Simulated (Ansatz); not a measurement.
**Heat carried by phonons in ZnS (F-43m)**

Wanted: κ(T), lifetimes and mean free paths for ZnS.

What experiment has found for this phase:
- thermal conductivity 27 W/m/K near room temperature (given in “Combining the AFLOW GIBBS and Elastic Libraries to efficiently and robustly screen thermo-mechanical properties of solids”, 2017, arXiv:1611.05714)

Main program and level: Ansatz 0.2.0; DFT LDA, scalar-relativistic, plane waves, PAW; PAW set soft_1.

The database entry behind the starting cell differs from later determinations by our own check (about 0.1 % short), so it need not match the best structure at ambient conditions.

## 1. Starting point

It takes space group F-43m (No. 216, cubic). The conventional cell has a = 5.404 Å, b = 5.404 Å, c = 5.404 Å, α = 90.00°, β = 90.00°, γ = 90.00°. Nearest to Zn lie 4 S at 2.34 Å. Nearest to S lie 4 Zn at 2.34 Å. Farther neighbours and most contacts between anions are not listed.

## 2. Probe on a coarse mesh

A cheap single point shows whether the cell is a metal or an insulator and how far it is from rest; that sets the k-mesh and the occupations of what follows.

input.yaml reads:

```yaml
crystal:
  lattice:
    - [0.0, 2.702, 2.702]
    - [2.702, 0.0, 2.702]
    - [2.702, 2.702, 0.0]
  atoms:
    - { symbol: Zn, position: [0.25, 0.25, 0.25] }
    - { symbol: S, position: [0.0, 0.0, 0.0] }
kpoints:
  mp_grid: { grid: [6, 6, 6] }
hamiltonian:
  xc: lda
  pseudopotentials: { kind: paw, azcp: { folder: soft_1 }, xc_functional: pbe }
scf:
  occupations: { method: gaussian, width: 0.1 }
  lower_state_search: "off"
output:
  forces: true
  stress: true
  eigenvalues: true
```

Run with:

```
$ ansatz run input.yaml --threads 18 --pin off --max-ram 92160MiB --backend cuda --events-out ev --progress --plain --runs-dir out --max-vram 78GiB
```

Numbers of over 12 decimals in the logs are rounded to 6 here.

The log of the run:

```text
Engine: ansatz 0.2.0, aarch64-unknown-linux-gnu
Pseudopotentials: kind: paw
Pseudopotential: Zn, paw, valence charge 12, recommended cutoff 420 eV (normal), soft_1/Zn.paw.azcp
Pseudopotential: S, paw, valence charge 6, recommended cutoff 420 eV (normal), soft_1/S.paw.azcp
Functional definition: SPW92
  exchange = slater_x
  correlation = pw_c
device memory: the entry about to start is reckoned to put 0.6 GiB on a device that reports 182.5 GiB free (of which the cap on the GPU budget leaves the run 78.0 GiB)
GPU FFT provider: cuFFT
GPU libraries: cuBLAS 13.8.1, cuFFT 12.4.0, cuSOLVER 12.3.2
GPU matrix products: emulated (plane waves: as basis.precision tells), large ones in fixed point in workspaces of 1.00 GiB
Crystal: 2 atoms, lattice volume = 39.454 Å³
Basis set: ecut = 420 eV, 749 PW (Γ)
Bands: 13, of which v1, the nominal top of the filled ones, is band 9 counted from 1 (8 counted from 0)
Symmetry: 24 space group operations
Space group: F-43m (ITA 216), of the structure as read, at distance tolerance 3.4e-5 Å
k-points: 16 of 216 (time reversal used)
Non-local potential: Zn, projectors of the file, l = 0: 2, l = 1: 2, l = 2: 3, l = 3: 1
Non-local potential: S, projectors of the file, l = 0: 2, l = 1: 2, l = 2: 1
PAW form: soft (Blöchl's): semilocal exchange-correlation on the pseudo side does not see the compensation charge
PAW frozen core: Zn, regenerated for the run's functional, and the local potential with it (the file was generated under x = pbe(κ = 0.804, μ = 0.219515), c = pbe(β = 0.066725))
PAW frozen core: S, regenerated for the run's functional, and the local potential with it (the file was generated under x = pbe(κ = 0.804, μ = 0.219515), c = pbe(β = 0.066725))
PAW one-centre angular grid: Zn, 590 points (default); XC on 64 Gauss nodes
PAW one-centre angular grid: S, 110 points (default); XC on 64 Gauss nodes
Initial density: superposition of atomic densities (chi_scale 0.1, normalization cell, long waves kept (reshape's long-wave potential 0.00 eV rms))
Initial wavefunctions: pseudopotential atomic-orbital guess
GPU buffer pool allocated for 19683 grid points (all kernels)
GPU transforms: local potential and band sums: pruned to the plane-wave sphere, on 25×25×25
Functional: x = slater, c = lda
SCF iter   1: F=—  HF=-4117.506174 eV  |F-HF|=—  |Δ(HF+E_count)|=         —  Δρ=3.81e-2  dr2=3.38e-1  ethr=3.10e-3  ⟨swp⟩=6.0  Hψ=1495  notcnv=0
preconditioner: auto → none  [insulator: Δε(μ)=2.092 eV  Ē_g=12.512 eV  σ=0.100 eV  W_gap=1.00  n_scr=14 (ndim 8)  ℏωp=25.1 eV  f_vac=0.000  D(μ)=0.00/eV (n_scr^D=0)  ε∞_Penn≈5.0]
SCF iter   2: F=—  HF=-4117.421853 eV  |F-HF|=—  |Δ(HF+E_count)|=   8.43e-2  Δρ=1.42e-2  dr2=4.26e-2  ethr=1.88e-3  ⟨swp⟩=2.0  Hψ=528  notcnv=0
SCF iter   3: F=—  HF=-4117.408646 eV  |F-HF|=—  |Δ(HF+E_count)|=   1.32e-2  Δρ=9.52e-3  dr2=1.75e-2  ethr=2.36e-4  ⟨swp⟩=2.0  Hψ=524  notcnv=0
SCF iter   4: F=—  HF=-4117.404255 eV  |F-HF|=—  |Δ(HF+E_count)|=   4.39e-3  Δρ=2.12e-3  dr2=1.24e-3  ethr=9.73e-5  ⟨swp⟩=2.0  Hψ=365  notcnv=0
SCF iter   5: F=—  HF=-4117.404110 eV  |F-HF|=—  |Δ(HF+E_count)|=   1.45e-4  Δρ=6.46e-4  dr2=9.50e-5  ethr=6.89e-6  ⟨swp⟩=2.1  Hψ=465  notcnv=0
SCF iter   6: F=—  HF=-4117.404154 eV  |F-HF|=—  |Δ(HF+E_count)|=   4.43e-5  Δρ=7.88e-5  dr2=1.11e-6  ethr=5.28e-7  ⟨swp⟩=2.0  Hψ=338  notcnv=0
SCF iter   7: F=-4117.404154 eV  HF=-4117.404154 eV  |F-HF|=3.29e-8  |Δ(HF+E_count)|=   1.83e-7  Δρ=9.32e-6  dr2=4.02e-8  ethr=5.56e-10  ⟨swp⟩=7.2  Hψ=1362  notcnv=0
SCF 1 converged in 7 iterations: F = -4117.404154 eV  dr2 = 4.02e-8
  greatest PAW one-centre occupation: 0.984 electrons in one spin orbital (limit 2), on the Zn atom at site 0 (counted from 0), in its partial waves of l = 2
SCF converged after 7 iterations
Free energy (F): -4117.404154 eV
Harris-Foulkes:  -4117.404154 eV  (|F-HF|=3.29e-8)
Internal energy: -4117.404154 eV  (E = F + TS)
E sigma→0 (E₀):  -4117.404154 eV
Fermi energy:    6.421887 eV
--- Per-component energies (eV) ---
  E_band       = -2.050093
  E_kinetic    = 253.834788
  E_local      = -2272.118640  (includes V_loc(G=0)·N_el)
  E_nonlocal   = 857.698866
  E_hartree    = 862.796467
  E_xc         = -165.912066
  E_vxc        = -134.538937  (∫ρ·V_xc dr)
  E_paw        = -2402.034366  (= ΣΔE_a)
  E_vpaw       = -432.523088  (= ΣTr[D̂ρ^β])
  E_aug_tail   = -0.000250  (compensation charges beyond the density's cutoff)
  E_ewald      = -1253.379294
  E_core_change = 1.710341  (= ΣΔE_core)
  E_smearing   = -0.000000  (= −TS)
  E_closure    = 0.000000  (closes the sum)
  Σ components = -4117.404154   (vs F -4117.404154, Δ=0.00e0)
--- Forces (eV/Å), atoms counted from 1 ---
  atom   1  Zn    -0.00000000     0.00000000    -0.00000000
  atom   2  S      0.00000000    -0.00000000    -0.00000000
  max |Σ_I F_I| component: 7.40e-17 eV/Å
--- Stress (GPa, compression-positive) ---
       -4.535008      -0.000000       0.000000
       -0.000000      -4.535008       0.000000
       -0.000000       0.000000      -4.535008
  P = ⅓ Tr σ = -4.5350 GPa (-45.350 kbar)
--- Band table (eV; the first three rows and the last of 16) ---
  k-point 0: bands = [... 5 lower, -0.5123, 5.4933, 5.4933, 5.4933, 7.3445, 11.7101, 11.7101, 11.7101]
  k-point 1: bands = [... 5 lower, -0.5144, 3.7459, 5.2425, 5.2425, 8.4947, 11.6669, 12.1128, 12.1128]
  k-point 2: bands = [... 5 lower, -0.5009, 1.5098, 4.8090, 4.8090, 8.7037, 12.3637, 12.3637, 13.0926]
  k-point 15: bands = [... 5 lower, -0.1489, 0.8138, 2.8194, 2.8433, 10.1409, 10.6701, 14.2881, 14.2968]
```

Wall time 0.73 s (1 × NVIDIA GB200 with 18 threads of Arm Neoverse V2, shared host); peak memory 1.1 GiB; 1.3 s of CPU time.

Numbers from this step:

```yaml
pressure: -4.535 GPa
gap_on_the_k_mesh: 1.851 eV
volume_per_atom: 19.73 Å³/atom
```

The start is under -4.5 GPa at this level and looks like an insulator or semiconductor on this mesh.

## 3. Relaxation

The vibrations must be taken about the equilibrium of this functional, not about the starting cell, so the structure is relaxed.

input.yaml, the sections that differ from step 2:

```yaml
kpoints:
  mp_grid: { grid: [10, 10, 10] }
scf:
  occupations: { method: gaussian, width: 0.02 }
  lower_state_search: "off"
relax:
  adjacent_minimum: "off"
  f_tol: 0.005
  max_steps: 80
  cell: { stress_tol: 0.05 }
# crystal, hamiltonian, output: as in step 2
```

The log of the run:

```text
[...]
Crystal: 2 atoms, lattice volume = 39.454 Å³
Basis set: ecut = 420 eV, 749 PW (Γ)
Bands: 13, of which v1, the nominal top of the filled ones, is band 9 counted from 1 (8 counted from 0)
Symmetry: 24 space group operations
[...]
k-points: 47 of 1000 (time reversal used)
[...]
SCF iter   1: F=—  HF=-4117.509379 eV  |F-HF|=—  |Δ(HF+E_count)|=         —  Δρ=3.81e-2  dr2=3.36e-1  ethr=3.10e-3  ⟨swp⟩=6.9  Hψ=4537  notcnv=0
[...]
SCF iter   2: F=—  HF=-4117.425703 eV  |F-HF|=—  |Δ(HF+E_count)|=   8.37e-2  Δρ=1.42e-2  dr2=4.24e-2  ethr=1.87e-3  ⟨swp⟩=2.0  Hψ=1551  notcnv=0
[...]
SCF iter   7: F=-4117.407988 eV  HF=-4117.407988 eV  |F-HF|=3.34e-8  |Δ(HF+E_count)|=   1.97e-7  Δρ=8.90e-6  dr2=3.99e-8  ethr=5.56e-10  ⟨swp⟩=7.1  Hψ=3941  notcnv=0
SCF 1 converged in 7 iterations: F = -4117.407988 eV  dr2 = 3.99e-8
[...]
relax step   1: F+E_penalty+E_count = -4117.40798837 eV  Δ(F+E_penalty+E_count) = +0.000e0 eV  max|allowed force component| = 2.035e-16 eV/Å  Δτ_max = 0.0000 Å  P = -4.555 GPa  Ω = 39.454 Å³  (7 SCF iters, dr2 threshold 1.00e-7 eV, accepted)
[...]
Crystal: 2 atoms, lattice volume = 38.079 Å³
Basis set: ecut = 420 eV, 725 PW (Γ)
[...]
iter 1 solved again at ethr=6.46e-6 eV; its pass at ethr=3.10e-3 eV (dr2=1.16e-3 eV) is discarded
[...]
SCF iter   2: F=—  HF=-4117.437107 eV  |F-HF|=—  |Δ(HF+E_count)|=   3.26e-4  Δρ=6.40e-4  dr2=1.68e-4  ethr=6.24e-6  ⟨swp⟩=2.7  Hψ=1170  notcnv=0
[...]
SCF iter   5: F=-4117.437076 eV  HF=-4117.437076 eV  |F-HF|=2.19e-8  |Δ(HF+E_count)|=   3.52e-7  Δρ=2.27e-5  dr2=8.19e-8  ethr=1.11e-9  ⟨swp⟩=4.4  Hψ=3566  notcnv=0
SCF 2 converged in 5 iterations: F = -4117.437076 eV  dr2 = 8.19e-8
[...]
relax step   2: F+E_penalty+E_count = -4117.43707604 eV  Δ(F+E_penalty+E_count) = -2.909e-2 eV  max|allowed force component| = 8.327e-17 eV/Å  Δτ_max = 0.0000 Å  P = -2.026 GPa  Ω = 38.079 Å³  energy of the carried Pulay correction = +4.902e-4 eV  (5 SCF iters, dr2 threshold 2.00e-7 eV, accepted)
[...]
Crystal: 2 atoms, lattice volume = 37.045 Å³
[...]
SCF iter   5: F=-4117.443397 eV  HF=-4117.443397 eV  |F-HF|=2.08e-8  |Δ(HF+E_count)|=   1.71e-7  Δρ=1.87e-5  dr2=5.37e-8  ethr=1.11e-9  ⟨swp⟩=6.2  Hψ=3749  notcnv=0
SCF 3 converged in 5 iterations: F = -4117.443397 eV  dr2 = 5.37e-8
relax step   3: F+E_penalty+E_count = -4117.44339725 eV  Δ(F+E_penalty+E_count) = -6.321e-3 eV  max|allowed force component| = 7.980e-17 eV/Å  Δτ_max = 0.0000 Å  P = +0.243 GPa  Ω = 37.045 Å³  energy of the carried Pulay correction = +8.705e-4 eV  (5 SCF iters, dr2 threshold 2.00e-7 eV, accepted)
[...]
relax step   4: F+E_penalty+E_count = -4117.44343483 eV  Δ(F+E_penalty+E_count) = -3.757e-5 eV  max|allowed force component| = 6.823e-17 eV/Å  Δτ_max = 0.0000 Å  P = -0.011 GPa  Ω = 37.153 Å³  energy of the carried Pulay correction = +8.303e-4 eV  (4 SCF iters, dr2 threshold 1.47e-7 eV, accepted)
[...]
SCF iter   1: F=—  HF=-4117.442576 eV  |F-HF|=—  |Δ(HF+E_count)|=         —  Δρ=1.22e-4  dr2=1.55e-6  ethr=1.95e-7  ⟨swp⟩=4.0  Hψ=6634  notcnv=0
[...]
SCF iter   2: F=—  HF=-4117.442610 eV  |F-HF|=—  |Δ(HF+E_count)|=   3.47e-5  Δρ=1.25e-4  dr2=2.39e-6  ethr=8.59e-9  ⟨swp⟩=2.0  Hψ=1000  notcnv=0
[...]
SCF iter   6: F=-4117.442610 eV  HF=-4117.442610 eV  |F-HF|=1.82e-12  |Δ(HF+E_count)|=  5.28e-11  Δρ=1.44e-7  dr2=2.33e-12  ethr=1.00e-12  ⟨swp⟩=7.0  Hψ=3324  notcnv=0
SCF 5 converged in 6 iterations: F = -4117.442610 eV  dr2 = 2.33e-12
relax step   5: F+E_penalty+E_count = -4117.44261035 eV  Δ(F+E_penalty+E_count) = +8.245e-4 eV  max|allowed force component| = 5.146e-17 eV/Å  Δτ_max = 0.0000 Å  P = -0.013 GPa  Ω = 37.153 Å³  stress off target by 1.30e-2 GPa  SCF on the basis re-selected at this cell (its energy is not comparable with the rows above)  (6 SCF iters)
basis re-selected at this cell: Δ(F+E_penalty+E_count) = +8.245e-4 eV, ΔP = -0.002 GPa vs the last step (what re-selecting the basis moved, of the pressure what is left beyond the Pulay correction that the steps carried, after the strain that the cell walked since its last selection, with what the two solves' SCF thresholds leave and, on support functions, any second-order correction that the steps lacked; it is no m [...]
SCF converged after 6 iterations
Free energy (F): -4117.442610 eV
[...]
Internal energy: -4117.442610 eV  (E = F + TS)
E sigma→0 (E₀):  -4117.442610 eV
Fermi energy:    7.356607 eV
[...]
--- Stress (GPa, compression-positive) ---
       -0.012997       0.000000      -0.000000
        0.000000      -0.012997       0.000000
       -0.000000       0.000000      -0.012997
  P = ⅓ Tr σ = -0.0130 GPa (-0.130 kbar)
--- Band table (eV; the first three rows and the last of 47) ---
  k-point 0: bands = [... 5 lower, 0.1076, 6.2970, 6.2970, 6.2970, 8.4160, 12.4662, 12.4662, 12.4662]
  k-point 1: bands = [... 5 lower, 0.1059, 5.4422, 6.1863, 6.1863, 9.0502, 12.3935, 12.6515, 12.6515]
  k-point 2: bands = [... 5 lower, 0.1056, 3.9831, 5.9201, 5.9201, 9.6608, 12.7101, 13.0161, 13.0161]
  k-point 46: bands = [... 5 lower, 0.5599, 1.3271, 3.2442, 3.3322, 11.3858, 12.0512, 14.5971, 14.6987]
--- Relaxed structure (4 steps of the walk, 4 accepted, 1 SCFs on fresh bases) ---
  F+E_penalty+E_count = -4117.44261035 eV   max|allowed force component| = 5.146e-17 eV/Å   (the final SCF, on the basis selected at the relaxed cell)
  cell:  # Å, volume = 37.1531 Å³
    - [0, 2.648429, 2.648429]
    - [2.648429, 0, 2.648429]
    - [2.648429, 2.648429, 0]
  atoms:
    - { symbol: Zn, position: [0.250000, 0.250000, 0.250000] }
    - { symbol: S, position: [0, 0, 0] }
```

Wall time 2.3 s (1 × NVIDIA GB200 with 18 threads); peak memory 1.1 GiB; 6 s of CPU time.

Step by step:

```tsv
step	energy less that of the first step (eV)	largest force component (eV/Å)	pressure (GPa)	volume (Å³)
1	0.0000	0.0000	-4.55	39.45
2	-0.0291	0.0000	-2.03	38.08
3	-0.0354	0.0000	0.24	37.05
4	-0.0354	0.0000	-0.01	37.15
5*	-0.0346	0.0000	-0.01	37.15
```

Relaxation steps marked * repeat the geometry before them on a plane-wave basis chosen anew for their cell, so energy and pressure can jump there.

Forces are held to the 24 operations that the run works with; a distortion that breaks them can't arise in this run.

```tsv
conventional cell, symmetrised	before	after	change
a (Å)	5.404	5.297	-2.0 %
b (Å)	5.404	5.297	-2.0 %
c (Å)	5.404	5.297	-2.0 %
volume (Å³/atom)	19.73	18.58	-5.8 %
```

The relaxed structure:

```
Zn S
1.0
     0.00000    2.64843    2.64843
     2.64843    0.00000    2.64843
     2.64843    2.64843    0.00000
Zn S
1 1
Direct
  0.25000 0.25000 0.25000
  0.00000 0.00000 0.00000
```

Numbers from this step:

* pressure: -0.01300 GPa
* gap on the k-mesh: 2.119 eV
* volume per atom: 18.58 Å³/atom

The relaxation ends with a pressure of -0.01 GPa.

## 4. Relaxing to small residual forces and stress

The thresholds are tightened for a last relaxation ahead of the phonons, and where mesh or smearing change with them the cell follows.

input.yaml, the sections that differ from step 3:

```yaml
crystal:
  lattice:
    - [0.0, 2.6484291423, 2.6484291423]
    - [2.6484291423, 0.0, 2.6484291423]
    - [2.6484291423, 2.6484291423, 0.0]
  atoms:
    - { symbol: Zn, position: [0.25, 0.25, 0.25] }
    - { symbol: S, position: [0.0, 0.0, 0.0] }
kpoints:
  mp_grid: { grid: [12, 12, 12] }
scf:
  occupations: { method: fixed }
  lower_state_search: "off"
relax:
  adjacent_minimum: "off"
  f_tol: 0.001
  max_steps: 60
  cell: { stress_tol: 0.01 }
# hamiltonian, output: as in step 3
```

The log of the run:

```text
[...]
GPU FFT provider: cuFFT
GPU libraries: cuBLAS 13.8.1, cuFFT 12.4.0, cuSOLVER 12.3.2
[...]
Crystal: 2 atoms, lattice volume = 37.153 Å³
Basis set: ecut = 420 eV, 725 PW (Γ)
Bands: 13, of which v1, the nominal top of the filled ones, is band 9 counted from 1 (8 counted from 0)
Symmetry: 24 space group operations
[...]
k-point 71: bands = [... 5 lower, 0.5833, 1.3201, 3.1883, 3.2863, 11.8024, 12.4469, 14.0808, 14.2587]
--- Relaxed structure (2 steps of the walk, 2 accepted, 1 SCFs on fresh bases) ---
[...]
cell:  # Å, volume = 37.1501 Å³
    - [0, 2.648357, 2.648357]
    - [2.648357, 0, 2.648357]
    - [2.648357, 2.648357, 0]
  atoms:
    - { symbol: Zn, position: [0.25, 0.25, 0.25] }
    - { symbol: S, position: [0, 0, 0] }
[key lines of the parts left out:]
SCF converged after 7 iterations
Free energy (F): -4117.442650 eV
Fermi energy:    6.298113 eV
P = ⅓ Tr σ = -0.0058 GPa (-0.058 kbar)
```

Run time: 2 s. Hardware: 1 × NVIDIA GB200 with 18 threads; peak memory 1 GiB; 4.7 s of CPU time.

Little changed from the start: no atom moved by 0.005 Å and no cell edge by 0.1 %.

Numbers from this step:

| Property | Result |
| --- | --- |
| pressure | -0.005787 GPa |

The residual pressure is -0.0058 GPa, small enough for phonons.

(Part 1 of 2 ends here.)

[Logs are printed without paths, hosts, clocks, repeated set-up lines and the standing remarks that a program may print on its own settings, such as how far it seeks lower states.]

[Hosts, paths, dates, database ids (printed as entryN), source tags and the programs' standing remarks are cut or masked in the printed files.]

[A step with changed settings may run another functional than the one named; its input shows which.]
